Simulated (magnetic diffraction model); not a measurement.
# Moment size from magnetic intensity in DyMnAg

Space group Pnma (no. 62), a = 7.1380 Å, b = 4.4040 Å, c = 7.5880 Å.

| site | atom | x | y | z |
| --- | --- | --- | --- | --- |
| 4c | Dy | 0.5326 | 1/4 | 0.8387 |
| 4c | Ag | 0.2160 | 3/4 | 0.8698 |
| 4c | Mn | 0.8594 | 3/4 | 0.9395 |

The compound is invented for this exercise: a known structure type with other elements, its cell scaled to their sizes and not relaxed.

Only Dy is taken to order (form factors of Dy3+); orders and moment sizes are assumed, and not adapted to the symmetry. Radiation: neutrons of λ = 2.567 Å (absorption by Dy left out), 2° to 85°; isotropic B of 0.29 Å² (Dy), 0.28 Å² (Ag) and 0.41 Å² (Mn). The intensities are simulated: I ∝ L Σ (|F_N|² + |F_M⊥|²) for unpolarised neutrons, with F_M = 2.695 fm/μB × Σ f(s) S exp(2πi Q·r) exp(−B s²) at Q = H ± k (one set where k and −k are equivalent), only the part normal to Q counting and L = 1/(sin²θ cos θ). For a modulated order the moment at position r is S exp(−2πi k·r) + c.c., with S = m/2 for a sine wave of amplitude m and S = m(u + iv)/2 for moments turning in a plane, u and v being orthogonal unit vectors in it; the phase factor of the sum at Q = H + k is then exp(2πi H·r). Form factors are spin-only for 3d ions and dipole or tabulated for f ions, scattering lengths are Sears's of 1992, and absorption is left out. A label names one of the reflections at its angle. The strongest nuclear line in the range is 100, and lines under 0.2 are left out.

In a first state the assumed order is k = (0 0 1/4), a sine wave with moments along [010] (amplitudes given), 7.4 μB on Dy; signs + at (0.5326, 1/4, 0.8387), + at (0.9674, 3/4, 0.3387), − at (0.0326, 1/4, 0.6613), + at (0.4674, 3/4, 0.1613), with this pattern:

```
2θ (°)      index  nuclear  magnetic
  4.85  (0 0 1/4)      0.0     264.6
 14.58  (0 0 3/4)      0.0      29.0
 21.29  (1 0 1/4)      0.0      26.9
 24.41  (0 0 5/4)      0.0      10.2
 25.43  (1 0 3/4)      0.0      18.7
 28.58    (1 0 1)     65.4       0.0
 32.23  (1 0 5/4)      0.0      11.4
 34.25  (0 1 1/4)      0.0       0.2
 34.44  (0 0 7/4)      0.0       5.0
 37.07  (0 1 3/4)      0.0       1.4
 39.38    (0 1 1)     45.9       0.0
 39.55    (0 0 2)     19.4       0.0
 40.37  (1 1 1/4)      0.0       4.1
 40.53  (1 0 7/4)      0.0       7.1
 42.15    (2 0 0)     18.4       0.0
 42.21  (0 1 5/4)      0.0       2.2
```
(The table stops after 16 lines; 61 more lie at higher angle.)

**Question.** Nearer the ordering temperature the line at 4.85° has total intensity 129.7 on the same scale, and all moments have shrunk alike. How large is the Dy moment?

The nuclear part, 0.0, stays, so the magnetic part is 129.7 against 264.6. It goes as m², so m = 7.4 × √(129.7/264.6) = 5.18 μB; the value used was 5.18 μB.

[Logs are printed without paths, hosts, clocks, repeated set-up lines and the standing remarks that a program may print on its own settings, such as how far it seeks lower states.]
